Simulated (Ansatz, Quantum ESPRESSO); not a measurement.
# Evanescent states of LiF, rock salt type, lattice constant set to 4.128 Å, part 3 of 3

How good a tunnel barrier is LiF, rock salt type, lattice constant set to 4.128 Å?

Quantum ESPRESSO 7.5; plane-wave DFT, LDA, GBRV ultrasoft pseudopotentials; cross-check by Ansatz 0.2.0 with PAW datasets.

So far. Step 2 (SCF with pw.x): The run needed 8 iterations to bring the estimated error under 1e-09 Ry.

The structure was built from a prototype and need not be the compound's stable phase.

## Step 4: Complex bands with pwcond.x, with epsproj = 0.001

Level of this step: complex band structure by pwcond; plane-wave DFT, LDA, GBRV ultrasoft pseudopotentials (Quantum ESPRESSO).

A sensitivity test on the input.

cbs.w.in reads:

```
&inputcond
  outdir = './out'
  prefixl = 'scf'
  band_file = 'cbs.w'
  ikind = 0
  ewind = 4.0
  epsproj = 0.001
  nz1 = 7
  energy0 = 9.9
  denergy = -0.3
/
4
  0.00000000 0.00000000 1.00000000
  0.50000000 0.00000000 1.00000000
  0.50000000 0.50000000 1.00000000
  0.25000000 0.00000000 1.00000000
41
```

The run is started by

```
$ OMP_NUM_THREADS=1 mpirun -n 2 pwcond.x -in cbs.w.in > cbs.w.out
```

Numbers of over 12 decimals in the logs are rounded to 6 here.

The program printed:

```text
[banner, memory and clock lines left out]
Program PWCOND v.7.5 starts
[citation notice left out]

[...]
./out/scf.save/

     IMPORTANT: XC functional enforced from input :
     Exchange-correlation= PZ
                           (   1   1   0   0   0   0   0)
     Any further DFT definition will be discarded
     Please, verify this is what you really want

     Reading collected, re-writing distributed wavefunctions

===== INPUT FILE containing the left lead =====

     GEOMETRY:

     lattice parameter (alat)  =       5.5160  a.u.
     the volume                =     237.3481 (a.u.)^3
     the cross section         =      30.4262 (a.u.)^2
     l of the unit cell        =       1.4142 (alat)
     number of atoms/cell      =            4
     number of atomic types    =            2

     crystal axes: (cart. coord. in units of alat)
               a(1) = (  1.0000  0.0000  0.0000 )
               a(2) = (  0.0000  1.0000  0.0000 )
               a(3) = (  0.0000  0.0000  1.4142 )

   Cartesian axes

     site n.     atom                  positions (alat units)
          1        Li     tau(  1)=(  0.0000  0.0000  1.4142  )
          2        F      tau(  2)=(  0.5000  0.5000  1.4142  )
          3        Li     tau(  3)=(  0.5000  0.5000  0.7071  )
          4        F      tau(  4)=(  0.0000  0.0000  0.7071  )

     nr1s                      =           24
     nr2s                      =           24
     nr3s                      =           32
     nr1sx                     =           24
     nr2sx                     =           24
     nr3sx                     =           32
     nr1                       =           25
     nr2                       =           25
     nr3                       =           36
     nr1x                      =           25
     nr2x                      =           25
     nr3x                      =           36

 _______________________________
  Radii of nonlocal spheres:

     type       ibeta     ang. mom.          radius (alat units)
       Li         1         0                    0.3655
       Li         2         0                    0.3655
       Li         3         0                    0.3655
       Li         4         1                    0.3655
       Li         5         1                    0.3655
       F          1         0                    0.2560
       F          2         0                    0.2560
       F          3         1                    0.2560
       F          4         1                    0.2560
----- General information -----

----- Complex band structure calculation -----

     nrx                       =           24
     nry                       =           24
     nz1                       =            7

     energy0               =         9.9E+00
     denergy               =        -3.0E-01
     nenergy               =         41
     ecut2d                =         4.0E+01
     ewind                 =         4.0E+00
     epsproj               =         1.0E-03

     number of k_|| points=    4
                       cryst. coord.
        k(    1) = (   0.0000000   0.0000000), wk =   0.2500000
        k(    2) = (   0.5000000   0.0000000), wk =   0.2500000
        k(    3) = (   0.5000000   0.5000000), wk =   0.2500000
        k(    4) = (   0.2500000   0.0000000), wk =   0.2500000
----- Information about left lead -----

     nocros                   =           17
     noins                    =           17
     norb                     =           51
     norbf                    =           51
     nrz                      =           32

      iorb      type   ibeta   ang. mom.   m       position (alat)
        1        1       1        0        1   taunew(   1)=(  0.0000  0.0000  0.0000)
        2        1       2        0        1   taunew(   2)=(  0.0000  0.0000  0.0000)
[...]
51        2       4        1        3   taunew(  51)=(  0.5000  0.5000  1.4142)
    k slab    z(k)  z(k+1)     crossing(iorb=1,norb)
    1   0.0000 0.0442 0.0442   111111111111111110000000000000000000000000000000000
    2   0.0442 0.0884 0.0442   111111111111111110000000000000000000000000000000000
[...]
32   1.3700 1.4142 0.0442   000000000000000000000000000000000011111111111111111
 ngper, shell number =           97          16
 ngper, n2d =           97          34
---  E-Ef =    9.9000000  k =    0.0000000   0.0000000
---  ie =          1  ik =          1
 Nchannels of the left tip =            1
 Right moving states:
   k1(2pi/a)   k2(2pi/a)   E-Ef (eV)
   0.4262692  -0.0000000   9.9000000
 Left moving states:
   k1(2pi/a)   k2(2pi/a)   E-Ef (eV)
  -0.4262692  -0.0000000   9.9000000

---  E-Ef =    9.6000000  k =    0.0000000   0.0000000
---  ie =          2  ik =          1
 Nchannels of the left tip =            1
 Right moving states:
   k1(2pi/a)   k2(2pi/a)   E-Ef (eV)
   0.3835985  -0.0000000   9.6000000
 Left moving states:
   k1(2pi/a)   k2(2pi/a)   E-Ef (eV)
  -0.3835986  -0.0000000   9.6000000
[... further energies and points left out ...]
---  E-Ef =   -1.8000000  k =    0.2500000   0.0000000
---  ie =         40  ik =          4
 Nchannels of the left tip =            1
 Right moving states:
   k1(2pi/a)   k2(2pi/a)   E-Ef (eV)
  -0.4771508   0.0000000  -1.8000000
 Left moving states:
   k1(2pi/a)   k2(2pi/a)   E-Ef (eV)
   0.4771508  -0.0000000  -1.8000000

---  E-Ef =   -2.1000000  k =    0.2500000   0.0000000
---  ie =         41  ik =          4
 Nchannels of the left tip =            1
 Right moving states:
   k1(2pi/a)   k2(2pi/a)   E-Ef (eV)
   0.3459580  -0.0000000  -2.1000000
 Left moving states:
   k1(2pi/a)   k2(2pi/a)   E-Ef (eV)
  -0.3459580  -0.0000000  -2.1000000

[...]
```

It took 8.2 s on 2 MPI ranks of Intel Xeon 6975P-C (Granite Rapids), shared host; peak memory 0.11 GiB.

The changed values were drawn from a wide range, not chosen for quality; the comparison shows what they did here together.

Beside the run it was changed from:

| quantity | this run | unchanged run | difference |
| --- | --- | --- | --- |
| peak of the smallest κ at the zone centre (Å⁻¹) | 0.832 | 0.833 | -0.0010 |
| wall time (s) | 8.2 | 15 |  |

The physical values in this table move by up to 0.12 %.

## Step 5: The same in Ansatz

As a check, the same structure is run in Ansatz.

Level of this step: plane-wave DFT, LDA, Ansatz PAW (Ansatz 0.2.0).

input.yaml reads:

```yaml
crystal:
  lattice:
    - [2.9189367927, 0.0, 0.0]
    - [0.0, 2.9189367927, 0.0]
    - [0.0, 0.0, 4.128]
  atoms:
    - { symbol: Li, position: [0.0, 0.0, 0.0] }
    - { symbol: F, position: [0.5, 0.5, 0.0] }
    - { symbol: Li, position: [0.5, 0.5, 0.5] }
    - { symbol: F, position: [0.0, 0.0, 0.5] }
kpoints:
  mp_grid: { grid: [8, 8, 6] }
hamiltonian:
  xc: lda
scf:
  occupations: { method: fixed }
  convergence: { dr2_threshold: 1.0e-09 }
output:
  transmission:
    leads: [[0, 0]]
    kpoints: [[0, 0], [0.5, 0], [0.5, 0.5], [0.25, 0]]
    e_range: [-2.1, 9.9]
    de: 0.3
```

The run is started by

```
$ ansatz run input.yaml --threads 2 --pin off --max-ram 4096MiB --backend cpu --events-out ev --progress --plain --runs-dir out
```

The program printed:

```text
Engine: ansatz 0.2.0, x86_64-unknown-linux-gnu
Pseudopotentials: kind: paw
Pseudopotential: Li, paw, valence charge 3, recommended cutoff 420 eV (normal), Li.paw.azcp
Pseudopotential: F, paw, valence charge 7, recommended cutoff 420 eV (normal), F.paw.azcp
Functional definition: SPW92
  exchange = slater_x
  correlation = pw_c
Crystal: 4 atoms, lattice volume = 35.171 Å³
Basis set: ecut = 420 eV, 673 PW (Γ)
Bands: 14, of which v1, the nominal top of the filled ones, is band 10 counted from 1 (9 counted from 0)
Symmetry: 32 space group operations
Space group: Fm-3m (ITA 225), of the structure as read, at distance tolerance 3.3e-5 Å
k-points: 60 of 384
Non-local potential: Li, projectors of the file, l = 0: 3, l = 1: 2, l = 2: 1
Non-local potential: F, projectors of the file, l = 0: 2, l = 1: 2, l = 2: 1
PAW form: soft (Blöchl's): semilocal exchange-correlation on the pseudo side does not see the compensation charge
PAW frozen core: F, regenerated for the run's functional, and the local potential with it (the file was generated under x = pbe(κ = 0.804, μ = 0.219515), c = pbe(β = 0.066725))
PAW one-centre angular grid: Li, 110 points (default); XC on 64 Gauss nodes
PAW one-centre angular grid: F, 110 points (default); XC on 64 Gauss nodes
Initial density: superposition of atomic densities (neutral atoms: chi_scale 0, normalization atom), corrected by the library's trained network
Initial wavefunctions: pseudopotential atomic-orbital guess
Functional: x = slater, c = lda
SCF iter   1: F=—  HF=-1997.242007 eV  |F-HF|=—  |Δ(HF+E_count)|=         —  Δρ=2.05e-2  dr2=1.03e-1  ethr=1.77e-3  ⟨swp⟩=3.9  Hψ=3385  notcnv=0  defer=93
preconditioner: auto → none  [insulator: Δε(μ)=7.986 eV  Ē_g=18.780 eV  n_scr=6 (ndim 8)  ℏωp=25.0 eV  f_vac=0.000  ε∞_Penn≈2.8]
SCF iter   2: F=—  HF=-1997.209913 eV  |F-HF|=—  |Δ(HF+E_count)|=   3.21e-2  Δρ=1.07e-2  dr2=1.76e-2  ethr=5.16e-4  ⟨swp⟩=2.3  Hψ=1870  notcnv=0  defer=115
SCF iter   3: F=—  HF=-1997.202944 eV  |F-HF|=—  |Δ(HF+E_count)|=   6.97e-3  Δρ=1.94e-3  dr2=6.54e-4  ethr=8.79e-5  ⟨swp⟩=2.2  Hψ=1355  notcnv=0  defer=108
SCF iter   4: F=—  HF=-1997.202144 eV  |F-HF|=—  |Δ(HF+E_count)|=   8.00e-4  Δρ=2.57e-4  dr2=1.32e-5  ethr=3.27e-6  ⟨swp⟩=2.0  Hψ=1466  notcnv=0  defer=100
SCF iter   5: F=—  HF=-1997.202132 eV  |F-HF|=—  |Δ(HF+E_count)|=   1.19e-5  Δρ=9.81e-6  dr2=1.02e-8  ethr=6.60e-8  ⟨swp⟩=2.2  Hψ=1018  notcnv=0
SCF iter   6: F=—  HF=-1997.202132 eV  |F-HF|=—  |Δ(HF+E_count)|=   6.20e-8  Δρ=1.01e-6  dr2=9.88e-11  ethr=5.00e-12  ⟨swp⟩=3.2  Hψ=2336  notcnv=0
SCF iter   7: F=-1997.202132 eV  HF=-1997.202132 eV  |F-HF|=2.73e-12  |Δ(HF+E_count)|=  1.14e-12  Δρ=1.73e-7  dr2=4.42e-12  ethr=1.00e-12  ⟨swp⟩=1.0  Hψ=2426  notcnv=0
SCF 1 converged in 7 iterations: F = -1997.202132 eV  dr2 = 4.42e-12
  greatest PAW one-centre occupation: 1.000 electrons in one spin orbital (limit 2), on the Li atom at site 2 (counted from 0), in its partial waves of l = 0
transmission: 6 of 24 steps passed
transmission: 12 of 24 steps passed
transmission: 18 of 24 steps passed
transmission: 24 of 24 steps passed
SCF converged after 7 iterations
Free energy (F): -1997.202132 eV
Harris-Foulkes:  -1997.202132 eV  (|F-HF|=2.73e-12)
Internal energy: -1997.202132 eV  (E = F + TS)
E sigma→0 (E₀):  -1997.202132 eV
Fermi energy:    0.018793 eV
--- Per-component energies (eV) ---
  E_band       = -247.882501
  E_kinetic    = 455.206562
  E_local      = -1320.245018  (includes V_loc(G=0)·N_el)
  E_nonlocal   = 85.455261
  E_hartree    = 460.078694
  E_xc         = -178.549525
  E_vxc        = -231.360908  (∫ρ·V_xc dr)
  E_paw        = -412.112160  (= ΣΔE_a)
  E_vpaw       = -157.100068  (= ΣTr[D̂ρ^β])
  E_aug_tail   = 0.004205  (compensation charges beyond the density's cutoff)
  E_ewald      = -1087.266655
  E_core_change = 0.226503  (= ΣΔE_core)
  E_smearing   = -0.000000  (= −TS)
  E_closure    = 0.000000  (closes the sum)
  Σ components = -1997.202132   (vs F -1997.202132, Δ=0.00e0)
--- Band table (eV; the first three rows and the last of 60) ---
  k-point 0: bands = [... 6 lower, -0.9047, 0.0172, 0.0173, 0.0173, 8.2315, 13.7786, 15.7337, 16.3024]
  k-point 1: bands = [... 6 lower, -0.8448, -0.1584, -0.0467, -0.0467, 8.5140, 13.1457, 15.9753, 16.7251]
  k-point 2: bands = [... 6 lower, -0.6809, -0.6452, -0.2194, -0.2194, 9.3114, 11.8629, 16.6989, 17.5462]
  k-point 59: bands = [... 6 lower, -1.9093, -1.9093, -0.7245, -0.7245, 14.0982, 14.0982, 14.0982, 14.0982]
--- Transmission ---
  basis      : 69 plane waves across, 6 finite elements along
  points     : 4, as listed
  energies   : 41 from -2.100000 to 9.900000 eV about the Fermi level, 0.300000 eV apart; the leads are filled to 4.106339 eV, and channels, transmission and decay are at 4.200000 eV
  crystal 0  : Li2F2, at the sites [0, 0], period 4.1280 Å: whole cells are its period
    offset         : up to 0.0000 Å between an atom of the period and one for which it stands
    channels       : 0.000000e0 a spin
    conductance    : none, the energies end too early or step too widely for 300 K: set another output.transmission.e_range or a lower de, or, where they end at an eighth of basis.ecutwfc, a higher one
    slowest decay  : 0.7061 /Å at (0.5000, 0.0000)
```

The job ended after 2.1 s (2 threads; peak memory 0.37 GiB; 4 s of CPU time).

This step gave:

* free energy: -1997.2021 eV
* gap by band count: 8.213 eV
* symmetry operations: 32
* slowest decay at the grid energy nearest mid-gap: 0.7061 Å⁻¹
* peak of the smallest κ at the zone centre: 0.8371 Å⁻¹
* peak of the smallest κ at (1/4, 0): 0.7894 Å⁻¹
* valence top, on the run's zero: 0.01879 eV

K across = (0, 0) in the cell's reciprocal vectors; values within 0.0025 1/Å of each other count once, columns are sorted by size at each energy, a dash where no further value was kept. Table of Im kz of the slowest decaying states by energy, zero at the highest filled level of the SCF mesh:

| energy (eV) | decay 1 (Å⁻¹) | decay 2 (Å⁻¹) | decay 3 (Å⁻¹) |
| --- | --- | --- | --- |
| -2.10 | 0.973 | 1.47 | - |
| -1.80 | 0.863 | 1.46 | - |
| -1.50 | 0.721 | 1.45 | - |
| -1.20 | 0.518 | 1.44 | - |
| -0.90 | 1.43 | - | - |
| -0.60 | 1.42 | - | - |
| -0.30 | 1.42 | - | - |
| 0.00 | 0.0327 | 0.0474 | 1.41 |
| 0.30 | 0.325 | 0.518 | 1.41 |
| 0.60 | 0.451 | 0.700 | 1.42 |
| 0.90 | 0.543 | 0.827 | 1.43 |
| 1.20 | 0.616 | 0.924 | 1.47 |
| 1.50 | 0.677 | 1.00 | - |
| 1.80 | 0.726 | 1.07 | 1.50 |
| 2.10 | 0.766 | 1.14 | 1.48 |
| 2.40 | 0.797 | 1.19 | 1.46 |
| 2.70 | 0.818 | 1.24 | 1.44 |
| 3.00 | 0.832 | 1.29 | 1.43 |
| 3.30 | 0.837 | 1.34 | 1.42 |
| 3.60 | 0.836 | 1.39 | 1.41 |
| 4.20 | 0.817 | 1.39 | - |
| 4.50 | 0.800 | 1.39 | - |
| 4.80 | 0.779 | 1.38 | - |
| 5.10 | 0.755 | 1.37 | - |
| 5.40 | 0.726 | 1.37 | - |
| 5.70 | 0.695 | 1.36 | - |
| 6.00 | 0.659 | 1.35 | - |
| 6.30 | 0.619 | 1.34 | - |
| 6.60 | 0.574 | 1.34 | - |
| 6.90 | 0.522 | 1.33 | - |
| 7.20 | 0.463 | 1.32 | - |
| 7.50 | 0.392 | 1.31 | 1.47 |
| 8.10 | 0.158 | 1.30 | 1.42 |
| 8.40 | 1.29 | 1.39 | - |
| 8.70 | 1.28 | 1.36 | - |
| 9.00 | 1.27 | 1.33 | - |
| 9.30 | 1.26 | 1.30 | 1.50 |
| 9.60 | 1.25 | 1.27 | 1.48 |
| 9.90 | 1.23 | 1.24 | 1.47 |

K across = (0, 0) in the cell's reciprocal vectors. Table of Re kz of states that move upwards by energy, zero at the highest filled level of the SCF mesh:

| energy (eV) | channel 1 (Å⁻¹) | channel 2 (Å⁻¹) | channel 3 (Å⁻¹) |
| --- | --- | --- | --- |
| -2.10 | 0.493 | - | - |
| -1.80 | 0.604 | - | - |
| -1.20 | -0.708 | - | - |
| -0.90 | -0.600 | 0.162 | 0.162 |
| -0.30 | -0.578 | -0.578 | -0.332 |
| 0.00 | - | - | - |
| 0.30 | - | - | - |
| 0.90 | - | - | - |
| 1.20 | - | - | - |
| 1.50 | - | - | - |
| 2.10 | - | - | - |
| 2.40 | - | - | - |
| 3.00 | - | - | - |
| 3.30 | - | - | - |
| 3.60 | - | - | - |
| 4.20 | - | - | - |
| 4.50 | - | - | - |
| 4.80 | - | - | - |
| 5.40 | - | - | - |
| 5.70 | - | - | - |
| 6.30 | - | - | - |
| 6.60 | - | - | - |
| 6.90 | - | - | - |
| 7.50 | - | - | - |
| 7.80 | - | - | - |
| 8.10 | - | - | - |
| 8.70 | 0.335 | - | - |
| 9.00 | 0.430 | - | - |
| 9.60 | 0.581 | - | - |
| 9.90 | 0.646 | - | - |

K across = (1/2, 0) in the cell's reciprocal vectors; values within 0.0025 1/Å of each other count once, columns are sorted by size at each energy, a dash where no further value was kept. The Im kz of the slowest decaying states by energy, zero at the highest filled level of the SCF mesh:

| energy (eV) | decay 1 (Å⁻¹) | decay 2 (Å⁻¹) | decay 3 (Å⁻¹) |
| --- | --- | --- | --- |
| -2.10 | - | - | - |
| -1.50 | 0.124 | 1.47 | - |
| -0.90 | 1.28 | - | - |
| -0.30 | 0.743 | - | - |
| 0.00 | 0.245 | 0.961 | - |
| 0.30 | 0.366 | 1.16 | - |
| 0.90 | 0.502 | 1.31 | - |
| 1.20 | 0.546 | 1.35 | - |
| 1.80 | 0.611 | 1.41 | - |
| 2.40 | 0.653 | 1.44 | 1.49 |
| 3.00 | 0.681 | 1.45 | 1.48 |
| 3.60 | 0.698 | 1.46 | 1.46 |
| 4.20 | 0.706 | 1.44 | 1.46 |
| 4.80 | 0.706 | 1.42 | 1.46 |
| 5.40 | 0.698 | 1.39 | 1.45 |
| 6.00 | 0.682 | 1.37 | 1.44 |
| 6.60 | 0.658 | 1.34 | 1.42 |
| 6.90 | 0.643 | 1.33 | 1.41 |
| 7.50 | 0.604 | 1.31 | 1.39 |
| 8.10 | 0.552 | 1.28 | 1.37 |
| 8.70 | 0.481 | 1.25 | 1.35 |
| 9.30 | 0.375 | 1.23 | 1.32 |
| 9.90 | 0.168 | 1.20 | 1.29 |

K across = (1/2, 1/2) in the cell's reciprocal vectors; values within 0.0025 1/Å of each other count once, columns are sorted by size at each energy, a dash where no further value was kept. Im kz of the slowest decaying states against energy, zero at the highest filled level of the SCF mesh:

| energy (eV) | decay 1 (Å⁻¹) | decay 2 (Å⁻¹) |
| --- | --- | --- |
| -2.10 | 0.834 | - |
| -1.80 | 0.762 | - |
| -1.20 | 0.510 | - |
| -0.90 | 0.103 | - |
| -0.30 | 0.487 | 0.584 |
| 0.00 | 0.576 | 0.686 |
| 0.30 | 0.645 | 0.753 |
| 0.90 | 0.751 | 0.841 |
| 1.20 | 0.792 | 0.872 |
| 1.50 | 0.829 | 0.897 |
| 2.10 | 0.890 | 0.936 |
| 2.40 | 0.916 | 0.951 |
| 3.00 | 0.961 | 0.975 |
| 3.30 | 0.981 | 0.984 |
| 3.60 | 0.992 | 0.999 |
| 4.20 | 1.00 | 1.03 |
| 4.50 | 1.01 | 1.05 |
| 4.80 | 1.01 | 1.06 |
| 5.40 | 1.01 | 1.09 |
| 5.70 | 1.02 | 1.11 |
| 6.30 | 1.02 | 1.14 |
| 6.60 | 1.01 | 1.16 |
| 6.90 | 1.01 | 1.18 |
| 7.50 | 1.01 | 1.24 |
| 7.80 | 1.00 | 1.30 |
| 8.10 | 0.998 | 1.40 |
| 8.70 | 0.988 | 1.36 |
| 9.00 | 0.982 | 1.34 |
| 9.60 | 0.968 | 1.30 |
| 9.90 | 0.961 | 1.28 |

K across = (1/4, 0) in the cell's reciprocal vectors; values within 0.0025 1/Å of each other count once, columns are sorted by size at each energy, a dash where no further value was kept. Table of Im kz of the slowest decaying states by energy, zero at the highest filled level of the SCF mesh:

| energy (eV) | decay 1 (Å⁻¹) | decay 2 (Å⁻¹) | decay 3 (Å⁻¹) |
| --- | --- | --- | --- |
| -2.10 | 0.420 | 1.14 | - |
| -1.80 | 0.326 | 1.04 | - |
| -1.50 | 0.123 | 0.923 | - |
| -1.20 | 0.768 | - | - |
| -0.90 | 0.528 | - | - |
| -0.60 | 0.163 | - | - |
| -0.30 | - | - | - |
| 0.00 | 0.139 | 0.205 | - |
| 0.30 | 0.378 | 0.634 | - |
| 0.60 | 0.475 | 0.852 | - |
| 0.90 | 0.543 | 1.01 | - |
| 1.20 | 0.595 | 1.15 | - |
| 1.50 | 0.636 | 1.28 | - |
| 1.80 | 0.669 | 1.47 | - |
| 2.10 | 0.696 | 1.49 | - |
| 2.40 | 0.718 | - | - |
| 2.70 | 0.737 | - | - |
| 3.00 | 0.752 | - | - |
| 3.30 | 0.764 | - | - |
| 3.60 | 0.773 | 1.49 | - |
| 4.20 | 0.785 | 1.48 | - |
| 4.50 | 0.788 | 1.47 | - |
| 4.80 | 0.789 | 1.46 | - |
| 5.10 | 0.789 | 1.45 | - |
| 5.40 | 0.786 | 1.44 | - |
| 5.70 | 0.782 | 1.43 | - |
| 6.00 | 0.776 | 1.41 | - |
| 6.30 | 0.767 | 1.40 | 1.50 |
| 6.60 | 0.757 | 1.39 | 1.49 |
| 6.90 | 0.744 | 1.38 | 1.48 |
| 7.20 | 0.729 | 1.37 | 1.47 |
| 7.50 | 0.710 | 1.35 | 1.46 |
| 8.10 | 0.661 | 1.33 | 1.44 |
| 8.40 | 0.627 | 1.32 | 1.43 |
| 8.70 | 0.582 | 1.30 | 1.42 |
| 9.00 | 0.514 | 1.29 | 1.41 |
| 9.30 | 0.668 | 1.28 | 1.39 |
| 9.60 | 0.764 | 1.26 | 1.38 |
| 9.90 | 0.827 | 1.25 | 1.37 |

## Step 6: The arithmetic

T falls as exp(−2κd). With κ = 0.703 1/Å, 10 Å of barrier pass exp(−2 × 0.703 × 10) = 7.8e-7 of that channel, interfaces aside.

## Step 7: What came out

| Item | Value |
| --- | --- |
| gap on the SCF mesh | 8.19 eV |
| smallest κ at mid-gap among the four k points, at (1/2, 0) | 0.703 Å⁻¹ |
| peak of the smallest κ in the stop band at the zone centre | 0.833 Å⁻¹ |
| peak of the smallest κ in the stop band at (1/4, 0) | 0.788 Å⁻¹ |
| energy of the peak at the zone centre, over the highest filled level | 3.30 eV |
| peak at the zone centre by Ansatz | 0.837 Å⁻¹ |

What this shows: With a gap of 8.19 eV on the mesh, the smallest κ at mid-gap among the four k points, at (1/2, 0) is 0.703 Å⁻¹ (LDA, GBRV ultrasoft). For a barrier with the Fermi level at mid-gap the slowest state found, at (1/2, 0), loses a factor of ten in probability every 1.6 Å or so. Stop bands away from the zone centre are mostly wider than the gap, so their peaks can lie above the conduction bottom. At the zone centre pwcond's peak is 0.833 and Ansatz's 0.837 1/Å, 0 % apart. The cell is the a/√2 one, turned by 45°, with two primitive cells, so X along [001] folds onto kz = 0. A semilocal gap is too small, often by a third to a half and by more in narrow-gap crystals, so real barriers decay faster.

[Logs are printed without paths, hosts, clocks, repeated set-up lines and the standing remarks that a program may print on its own settings, such as how far it seeks lower states.]

[Hosts, paths, dates, database ids (printed as entryN), source tags and the programs' standing remarks are cut or masked in the printed files.]

[Maps of the electrostatic potential energy from Ansatz leave out the sawtooth potential of an applied field or a dipole correction, so their vacuum need not be flat; planar profiles and work functions include it.]
